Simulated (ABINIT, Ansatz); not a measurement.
Records of electronic-structure calculations.

**Quasiparticle gap of CrF6 (R-3) in ABINIT**

The structure is trigonal, space group R-3 (No. 148). Conventional cell: a = 4.805 Å, b = 4.805 Å, c = 13.108 Å, α = 90.00°, β = 90.00°, γ = 120.00°. Nearest to Cr lie 6 F at 1.74 Å. Nearest to F lie 1 Cr at 1.74 Å. Farther neighbours, and contacts between anions beyond the nearest, are not listed.

| Item | Value |
| --- | --- |
| method | RPA screening on PBEsol, plane waves, norm-conserving pseudopotentials (and 2 further levels or steps) |
| program | ABINIT 10.8.3 |
| settings | cutoff 43 Ha, PseudoDojo scalar-relativistic 0.4.1 standard, norm-conserving, ngkpt (2, 2, 2), nband 169, ecuteps 6.5 Ha, inclvkb 2, shiftk (0, 0, 0), symchi 1, awtr 1, frequency ppm, 2×2×2 k-mesh |
| cost | 5 runs, 11 min in all on 4 MPI ranks of Arm Neoverse N1, shared host |
| notes | The cell and positions are those that the Materials Project relaxed with its own functionals (PBE, PBE+U or r2SCAN), kept fixed. Limits: no spin polarisation; d states lean on the start. The 2×2×2 mesh is coarse for this cell, which bears on the long-range parts of exchange and screening. The runs have no spin polarisation. For a closed low-spin shell that is the natural state; where a d or f shell is open it is a constraint, and the gap is then not the crystal’s own. |
| PBEsol gap | 1.94 eV, indirect |
| G0W0 gap on the mesh | 4.80 eV |
| GW settings | 2×2×2 mesh, 169 bands, screening to 176.9 eV, Godby-Needs plasmon pole |
| known limits | short of the basis limit; no spin polarisation; d states lean on the start; coarse k mesh |

G0W0 moves the gap on the mesh from 1.94 eV to 4.80 eV (+2.86 eV), with Z of 0.74 and 0.76 at the edges. Local fields lower the RPA ε∞ on this mesh from 6.31 to 3.44; a Γ-centred mesh this coarse tends to raise both, most where the direct gap is narrow, while a short band sum lowers them.

[Paths, hosts, dates, memory and timing lines, banners, echoed tables and standing remarks are left out of the program output; an Ansatz launch command may be rebuilt from the run's recorded settings. Measured values are a selection of at most five: reports struck by readers or far from the other reports are left out. None is set beside runs whose start may be inverted or whose files or cutoffs have a known fault.]

[Runs of the session that timed out or met a known fault of the program may be left out.]

[Hosts, paths, dates, database ids (printed as entryN), source tags and the programs' standing remarks are cut or masked in the printed files.]

[G0W0 gaps are taken among the corrected bands and points alone; a level outside them can change the order at an edge.]

[Where Ansatz stands beside ABINIT at settings called matched, ABINIT's density can come from a denser mesh and the files from another edition; pairs whose starting gaps differed by over 0.03 eV were left out, so agreement reads better than it is.]
